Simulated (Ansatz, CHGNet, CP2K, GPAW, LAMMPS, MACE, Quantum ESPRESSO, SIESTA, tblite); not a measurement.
**SIESTA on amorphous SiO1.9 (78 atoms): settings against a plane-wave reference**

Wanted: SIESTA inputs and outputs for amorphous SiO1.9 (78 atoms), checked against a plane-wave reference.

Main program and level: SIESTA 5.4.2; the method is named at each step.

**1. The structure**

The cell holds 78 atoms: 27 Si and 51 O. Its edges and angles: a = 10.502 Å, b = 10.502 Å, c = 10.502 Å, α = 90.0°, β = 90.0°, γ = 90.0°. 78 atoms (27 Si, 51 O) placed at random at 2.26 g/cm³, melted at 5000 K for 10 ps at fixed volume with the Tersoff Si-O potential (Munetoh et al., Comput. Mater. Sci. 39, 334 (2007)). Quenched from 5000 K to 500 K at 20 K/ps and fixed volume, annealed at 2000 K for 50 ps, held 5 ps.

The yardstick, on the same geometry:

| Quantity | Value |
| --- | --- |
| method | Kohn-Sham DFT, PBE, SSSP efficiency 1.3.0 pseudopotentials, plane waves (Quantum ESPRESSO 7.5); sssp-pbe-1.3.0-efficiency, cutoffs 60/480 Ry, Γ point |
| r.m.s. force component | 1.368 eV/Å |
| longest force | 5.01 eV/Å |
| pressure | -1.028 GPa |
| time | 3.1 min on 4 MPI ranks of Arm Neoverse V1, shared host |
| CPU time | 12 min |

**2. PBE, DZP, shift 0.01 Ry, mesh 500 Ry**

Method: Kohn-Sham DFT, PBE, PseudoDojo 0.4.1 norm-conserving pseudopotentials (converted to PSML), numerical atomic orbitals (DZP), diagonalisation.

The .psml files are PseudoDojo norm-conserving potentials that we converted to this format, checked against plane waves on the same files for H, C, O, Si, Ge and Ca alone.

File input.fdf:

```
SystemLabel cell
NumberOfAtoms 78
NumberOfSpecies 2
%block ChemicalSpeciesLabel
  1 14 Si
  2 8 O
%endblock ChemicalSpeciesLabel
LatticeConstant 1.0 Ang
%block LatticeVectors
  10.50180 0.00000 0.00000
  0.00000 10.50180 0.00000
  0.00000 0.00000 10.50180
%endblock LatticeVectors
PAO.BasisSize DZP
PAO.EnergyShift 0.01 Ry
XC.Functional GGA
XC.Authors PBE
MeshCutoff 500 Ry
%block kgrid_Monkhorst_Pack
  1 0 0 0.0
  0 1 0 0.0
  0 0 1 0.0
%endblock kgrid_Monkhorst_Pack
SolutionMethod diagon
OccupationFunction FD
ElectronicTemperature 580 K
SCF.Mixer.Method Pulay
SCF.Mixer.Weight 0.15
SCF.Mixer.History 8
SCF.Mix Hamiltonian
MaxSCFIterations 300
SCF.DM.Tolerance 1e-04
SCF.H.Tolerance 1.0e-3 eV
WriteForces T
Write.HirshfeldPop T
Write.VoronoiPop T
Write.DM F
Write.H F
XML.Write F
AtomicCoordinatesFormat Fractional
%block AtomicCoordinatesAndAtomicSpecies
  0.13949 0.67691 0.28768 1
  0.26616 0.73835 0.02423 1
  0.42674 0.33358 0.86693 1
  0.13626 0.12259 0.30697 1
  0.79317 0.00571 0.98721 1
  0.08622 0.99630 0.03311 1
  0.90463 0.79543 0.58626 1
  0.14865 0.48537 0.52652 1
  0.84522 0.72206 0.30151 1
  0.73878 0.55365 0.07421 1
  0.45372 0.06050 0.79538 1
  0.86836 0.52579 0.48153 1
  0.75350 0.75466 0.83709 1
  0.35770 0.30837 0.40302 1
  0.93560 0.34376 0.23531 1
  0.18181 0.18703 0.80857 1
  0.78838 0.08864 0.53442 1
  0.69545 0.97859 0.26640 1
  0.84826 0.30018 0.94654 1
  0.30251 0.58727 0.76182 1
  0.44335 0.81684 0.63008 1
  0.47785 0.93680 0.07443 1
  0.95592 0.31456 0.65878 1
  0.47465 0.43718 0.14424 1
  0.61758 0.56956 0.63435 1
  0.55826 0.26756 0.63022 1
  0.18274 0.88619 0.49352 1
  0.86828 0.69251 0.46010 2
  0.41177 0.40424 0.28741 2
  0.68857 0.17764 0.62343 2
  0.71842 0.88744 0.91130 2
  0.46499 0.24963 0.50245 2
  0.77338 0.65781 0.97286 2
  0.05501 0.84291 0.58266 2
  0.15106 0.05293 0.17191 2
  0.53535 0.69924 0.58059 2
  0.19944 0.78959 0.37365 2
  0.80966 0.14618 0.92250 2
  0.21971 0.66615 0.15379 2
  0.40014 0.47405 0.79915 2
  0.09248 0.24108 0.69876 2
  0.75832 0.41509 0.00358 2
  0.99857 0.73220 0.25343 2
  0.79622 0.60549 0.21169 2
  0.93494 0.95392 0.03027 2
  0.49212 0.94946 0.69167 2
  0.65215 0.64562 0.76856 2
  0.89374 0.34496 0.79686 2
  0.25065 0.63884 0.90261 2
  0.32803 0.87691 0.54140 2
  0.55592 0.42742 0.66327 2
  0.12547 0.01120 0.41559 2
  0.08941 0.10927 0.92339 2
  0.89519 0.20073 0.56190 2
  0.73302 0.50286 0.54822 2
  0.02959 0.24292 0.31029 2
[... 18 atom lines left out ...]
  0.72833 0.83430 0.30487 2
  0.55227 0.98150 0.20326 2
  0.17119 0.86410 0.98449 2
  0.48991 0.21324 0.76722 2
%endblock AtomicCoordinatesAndAtomicSpecies
```

The run is started by

```bash
$ OMP_NUM_THREADS=1 mpirun -np 2 siesta < input.fdf > output.txt
```

What it wrote:

```text
Version         : 5.4.2
reinit: System Name:
reinit: System Label: cell
initatom: Reading input for the pseudopotentials and atomic orbitals ----------
Species number:   1 Atomic number:   14 Label: Si
Species number:   2 Atomic number:    8 Label: O
Ground state valence configuration (from tables):   3s02  3p02  3d00  4f00
Ground state valence configuration (from tables):   2s02  2p04  3d00  4f00
---- Processing specs for species: Si
GGA--PBE XC_GGA_X_PBE--XC_GGA_C_PBE pb
---- Processing specs for species: O
GGA--PBE XC_GGA_X_PBE--XC_GGA_C_PBE pb
Si pseudopotential only contains V_ls up to l=2 -- lmxkb reset.
O pseudopotential only contains V_ls up to l=2 -- lmxkb reset.
Using PAO.SplitTailNorm
%block ChemicalSpeciesLabel
    1   14 Si                      # Species index, atomic number, species label
    2    8 O                       # Species index, atomic number, species label
%endblock ChemicalSpeciesLabel
%block PAO.Basis                 # Define Basis set
Si                    2                    # Species label, number of l-shells
 n=3   0   2                         # n, l, Nzeta
   5.392      3.847
   1.000      1.000
 n=3   1   2 P   1                   # n, l, Nzeta, Polarization, NzetaPol
   6.844      4.952
   1.000      1.000
O                     2                    # Species label, number of l-shells
 n=2   0   2                         # n, l, Nzeta
   3.532      2.299
   1.000      1.000
 n=2   1   2 P   1                   # n, l, Nzeta, Polarization, NzetaPol
   4.300      2.782
   1.000      1.000
%endblock PAO.Basis
coor:   Atomic-coordinates input format  =     Fractional
siesta: System type = bulk
initatomlists: Number of atoms, orbitals, and projectors:     78  1014  1149
siesta: ******************** Simulation parameters ****************************
Total number of electrons:   414.000000
Total ionic charge:   414.000000
 Kpoints in:            1 . Kpoints trimmed:            1
siesta: k-grid: Number of k-points = 1
siesta: k-points from Monkhorst-Pack grid
siesta: k-cutoff (effective) =     5.251 Ang
siesta: k-point supercell and displacements
siesta: k-grid:     1     0     0      0.000
siesta: k-grid:     0     1     0      0.000
siesta: k-grid:     0     0     1      0.000
                     ====================================
                        Single-point calculation
                     ====================================
outcell: Unit cell vectors (Ang):
       10.501800    0.000000    0.000000
        0.000000   10.501800    0.000000
        0.000000    0.000000   10.501800
outcell: Cell vector modules (Ang)   :   10.501800   10.501800   10.501800
outcell: Cell angles (23,13,12) (deg):     90.0000     90.0000     90.0000
outcell: Cell volume (Ang**3)        :   1158.2205
Gamma-point calculation with multiply-connected orbital pairs
Gamma-point calculation with multiply-connected orbital pairs
Folding of H and S implicitly performed
Folding of H and S implicitly performed
new_DM -- step:     1
Initializing Density Matrix...
Attempting to read DM from file... Failed...
DM filled with atomic data:
InitMesh: MESH = 144 x 144 x 144 = 2985984
InitMesh: Mesh cutoff (required, used) =   500.000   519.636 Ry
stepf: Fermi-Dirac step function
        iscf     Eharris(eV)        E_KS(eV)     FreeEng(eV)     dDmax    Ef(eV) dHmax(eV)
   scf:    1   -25865.785430   -26026.382585   -26026.399268  1.594763 -2.689482 11.514104
   scf:    2   -26082.335204   -26065.635161   -26065.670091  0.812793 -2.429114  6.757646
   scf:    3   -26073.294785   -26076.715500   -26076.739731  0.860762 -2.453808  6.353896
   scf:    4   -26086.960640   -26086.372714   -26086.481475  0.708668 -2.454483  3.392042
   scf:    5   -26087.925158   -26088.487980   -26088.609648  0.422525 -2.494787  1.554243
   scf:    6   -26088.954806   -26088.825642   -26088.953539  0.139128 -2.519851  0.469649
[...]
scf:   15   -26088.966331   -26088.966323   -26089.095400  0.000176 -2.669187  0.001115
   scf:   16   -26088.966313   -26088.966318   -26089.095401  0.000114 -2.669182  0.000504
   scf:   17   -26088.966324   -26088.966321   -26089.095401  0.000024 -2.669177  0.000333
SCF Convergence by DM+H criterion
max |DM_out - DM_in|         :     0.0000235912
max |H_out - H_in|      (eV) :     0.0003330891
SCF cycle converged after 17 iterations
Using DM_out to compute the final energy and forces
siesta: E_KS(eV) =           -26088.9663
siesta: E_KS - E_eggbox =    -26088.9663
siesta: Atomic forces (eV/Ang):
     1    1.111287    0.595208   -0.031041
     2   -3.822672   -0.275026   -2.228181
     3   -0.773987    2.839668    2.132389
     4    0.672434    1.154170    0.792925
     5    1.455402   -0.153157    2.017118
     6    1.507289   -1.390914   -0.662652
[...]
76   -1.008500   -0.242035    1.647234
    77   -0.771991    0.970656    1.139017
    78    1.561768    1.130139   -0.732860
----------------------------------------
   Tot    0.001923   -0.005033   -0.003629
----------------------------------------
   Max    4.400117
   Res    1.379795    sqrt( Sum f_i^2 / 3N )
----------------------------------------
   Max    4.400117    constrained
Stress tensor Voigt[x,y,z,yz,xz,xy] (kbar):      -51.62        1.96      -11.70       18.29       14.67      -14.78
(Free)E + p*V (eV/cell)   -26074.3104
Target enthalpy (eV/cell)   -26089.0954
siesta: Program's energy decomposition (eV):
siesta: Ebs     =     -5891.155458
siesta: Eions   =     38675.997549
siesta: Ena     =      6030.909889
siesta: Ekin    =     16944.531819
siesta: Enl     =     -3380.181165
siesta: DEna    =       -13.459937
siesta: DUscf   =        29.411358
siesta: Ex      =     -6529.846795
siesta: Ec      =      -494.333942
siesta: Exc     =     -7024.180738
siesta: Eharris =    -26088.966324
siesta: Etot    =    -26088.966321
siesta: FreeEng =    -26089.095401
siesta: Final energy (eV):
siesta:  Band Struct. =   -5891.155458
siesta:       Kinetic =   16944.531819
siesta:       Hartree =   11293.695281
siesta:         Exch. =   -6529.846795
siesta:         Corr. =    -494.333942
siesta:   Exch.-corr. =   -7024.180738
siesta:  Ion-electron =  -37635.754387
siesta:       Ion-ion =   -9667.258297
siesta:         Total =  -26088.966321
siesta:         Fermi =      -2.669177
siesta: Stress tensor (static) (eV/Ang**3):
siesta:    -0.032220   -0.009224    0.009156
siesta:    -0.009224    0.001226    0.011413
siesta:     0.009156    0.011413   -0.007301
siesta: Cell volume =       1158.220452 Ang**3
siesta: Pressure (static):
siesta:                Solid            Molecule  Units
siesta:           0.00013903         -0.00011685  Ry/Bohr**3
siesta:           0.01276527         -0.01072846  eV/Ang**3
siesta:          20.45221692        -17.18888393  kBar
    Orbital volume contribution        =          29.779750 eV
    (Free)E + p_basis*V_orbitals       =      -26059.315651 eV
    (Free)Eharris+ p_basis*V_orbitals  =      -26059.315654 eV
Hirshfeld Atomic Populations:
Atom #   charge [q] valence [e]  Species
     1     0.399375    3.600625  Si
     2     0.402043    3.597957  Si
     3     0.383933    3.616067  Si
     4     0.406943    3.593057  Si
     5     0.428916    3.571084  Si
     6     0.411930    3.588070  Si
[...]
28    -0.106681    6.106681  O
    29    -0.208370    6.208370  O
    30    -0.223510    6.223510  O
    31    -0.191906    6.191906  O
    32    -0.217569    6.217569  O
    33    -0.242149    6.242149  O
[...]
--------------------
 Total    -0.000014
Voronoi Atomic Populations:
Atom #   charge [q] valence [e]  Species
[...]
25     0.527992    3.472008  Si
    26     0.514909    3.485091  Si
    27     0.537681    3.462319  Si
[...]
76    -0.257153    6.257153  O
    77    -0.316908    6.316908  O
    78    -0.079472    6.079472  O
--------------------
 Total    -0.000014
```

The job ended after 2.8 min (2 MPI ranks of Arm Neoverse V1, shared host; peak memory 1.8 GiB; 5.6 min of CPU time).

Banners, paths, timers and routine set-up lines are dropped from the logs unmarked, and long logs keep their key lines alone; longer cuts are marked.

Against the reference:

| Quantity | Value |
| --- | --- |
| r.m.s. force component | 1.38 eV/Å |
| r.m.s. difference of force components | 161 meV/Å |
| longest difference of force vectors | 540.5 meV/Å |
| force difference over r.m.s. force | 11.77 % |
| slope of forces against the reference's | 1.001 |
| correlation of force components | 0.9932 |
| pressure | 2.045 GPa |
| pressure difference | 3.073 GPa |

Length of the force difference by element (eV/Å):

| element | atoms | mean | most |
| --- | --- | --- | --- |
| O | 51 | 0.26 | 0.47 |
| Si | 27 | 0.27 | 0.54 |

Local excerpt of 9 atoms (numbers count through the whole input) about Si13, which bears the longest force; x, y, z are measured from there.

```csv
atom,x,y,z,distance (Å),bonds,Hirshfeld charge (e),Fx,Fy,Fz (eV/Å)
Si13,0.00,0.00,0.00,0.00,4,0.47,-1.30,-4.40,2.04
O73,1.15,0.05,-1.13,1.61,2,-0.20,0.79,-0.41,0.94
O31,-0.37,1.39,0.78,1.64,2,-0.19,0.00,1.14,-0.37
O47,-1.06,-1.15,-0.72,1.72,2,-0.24,0.97,0.47,0.62
O33,0.21,-1.02,1.43,1.76,2,-0.24,0.82,2.97,-2.68
Si5,0.42,2.64,1.58,3.10,4,0.43,1.46,-0.15,2.02
Si7,1.59,0.43,-2.63,3.11,4,0.39,1.24,3.31,0.86
Si25,-1.43,-1.94,-2.13,3.22,4,0.43,-0.68,1.66,1.02
Si10,-0.15,-2.11,2.49,3.27,4,0.41,-1.58,-1.00,0.72
```

Forces lie 12 % from the reference's, at 0.45 times its CPU time (on 2 against 4 cores).

**3. PBE, SZP, shift 0.01 Ry, mesh 500 Ry**

Method: Kohn-Sham DFT, PBE, PseudoDojo 0.4.1 norm-conserving pseudopotentials (converted to PSML), numerical atomic orbitals (SZP), diagonalisation.

Edit input.fdf of step 2 so:

```diff
@@ -13,3 +13,3 @@
 %endblock LatticeVectors
-PAO.BasisSize DZP
+PAO.BasisSize SZP
 PAO.EnergyShift 0.01 Ry
```

What it wrote:

```text
Version         : 5.4.2
reinit: System Name:
reinit: System Label: cell
initatom: Reading input for the pseudopotentials and atomic orbitals ----------
Species number:   1 Atomic number:   14 Label: Si
Species number:   2 Atomic number:    8 Label: O
Ground state valence configuration (from tables):   3s02  3p02  3d00  4f00
Ground state valence configuration (from tables):   2s02  2p04  3d00  4f00
---- Processing specs for species: Si
GGA--PBE XC_GGA_X_PBE--XC_GGA_C_PBE pb
---- Processing specs for species: O
GGA--PBE XC_GGA_X_PBE--XC_GGA_C_PBE pb
Si pseudopotential only contains V_ls up to l=2 -- lmxkb reset.
O pseudopotential only contains V_ls up to l=2 -- lmxkb reset.
Using PAO.SplitTailNorm
%block ChemicalSpeciesLabel
[... lines left out ...]
Total number of electrons:   414.000000
[... lines left out ...]
stepf: Fermi-Dirac step function
        iscf     Eharris(eV)        E_KS(eV)     FreeEng(eV)     dDmax    Ef(eV) dHmax(eV)
[... lines left out ...]
SCF Convergence by DM+H criterion
[... lines left out ...]
SCF cycle converged after 17 iterations
[... lines left out ...]
   Max    4.693245
[... lines left out ...]
   Max    4.693245    constrained
Stress tensor Voigt[x,y,z,yz,xz,xy] (kbar):     -101.12      -54.59      -73.72       16.18       12.80      -15.69
[... lines left out ...]
siesta: DEna    =        63.286384
siesta: DUscf   =        33.556690
siesta: Ex      =     -6512.238142
siesta: Ec      =      -493.453172
siesta: Exc     =     -7005.691314
siesta: Eharris =    -26063.322961
siesta: Etot    =    -26063.322955
siesta: FreeEng =    -26063.451960
siesta: Final energy (eV):
siesta:  Band Struct. =   -5947.618925
siesta:       Kinetic =   16851.862137
siesta:       Hartree =   11207.369907
siesta:         Exch. =   -6512.238142
siesta:         Corr. =    -493.453172
siesta:   Exch.-corr. =   -7005.691314
siesta:  Ion-electron =  -37449.605389
siesta:       Ion-ion =   -9667.258297
siesta:         Total =  -26063.322955
siesta:         Fermi =      -2.675374
siesta: Stress tensor (static) (eV/Ang**3):
siesta:    -0.063114   -0.009794    0.007989
siesta:    -0.009794   -0.034073    0.010096
siesta:     0.007988    0.010096   -0.046014
siesta: Cell volume =       1158.220452 Ang**3
siesta: Pressure (static):
siesta:                Solid            Molecule  Units
siesta:           0.00051988          0.00029264  Ry/Bohr**3
siesta:           0.04773358          0.02686911  eV/Ang**3
siesta:          76.47762352         43.04905393  kBar
    Orbital volume contribution        =          24.717003 eV
    (Free)E + p_basis*V_orbitals       =      -26038.734957 eV
    (Free)Eharris+ p_basis*V_orbitals  =      -26038.734963 eV
Hirshfeld Atomic Populations:
Atom #   charge [q] valence [e]  Species
     1     0.411383    3.588617  Si
     2     0.416643    3.583357  Si
     3     0.394003    3.605997  Si
[...]
28    -0.117770    6.117770  O
    29    -0.219764    6.219764  O
    30    -0.230871    6.230871  O
[...]
--------------------
 Total    -0.000010
Voronoi Atomic Populations:
Atom #   charge [q] valence [e]  Species
[...]
26     0.589578    3.410422  Si
    27     0.614063    3.385937  Si
[...]
77    -0.350900    6.350900  O
    78    -0.126204    6.126204  O
--------------------
 Total    -0.000010
```

The job ended after 2.3 min (2 MPI ranks; peak memory 1.7 GiB; 4.5 min of CPU time).

Numbers from this run, and their distance from the reference:

| Item | Value |
| --- | --- |
| r.m.s. force component | 1.472 eV/Å |
| r.m.s. difference of force components | 345.3 meV/Å |
| longest difference of force vectors | 1078 meV/Å |
| force difference over r.m.s. force | 25.23 % |
| slope of forces against the reference's | 1.047 |
| correlation of force components | 0.9731 |
| pressure | 7.648 GPa |
| pressure difference | 8.676 GPa |

This is a coarse setting, run to see what it loses.

Against the first run (12 %), the force difference from the reference is 25 %, at 0.81 times the CPU time, with 702 basis functions against 1014: the smaller basis costs accuracy.

[end of part 1 of 2]

[Also dropped from logs without a mark: logging warnings of Python, and SIESTA's first energy breakdown and zero terms.]

[Logs are printed without paths, hosts, clocks, repeated set-up lines and the standing remarks that a program may print on its own settings, such as how far it seeks lower states.]

[Hosts, paths, dates, database ids (printed as entryN), source tags and the programs' standing remarks are cut or masked in the printed files.]
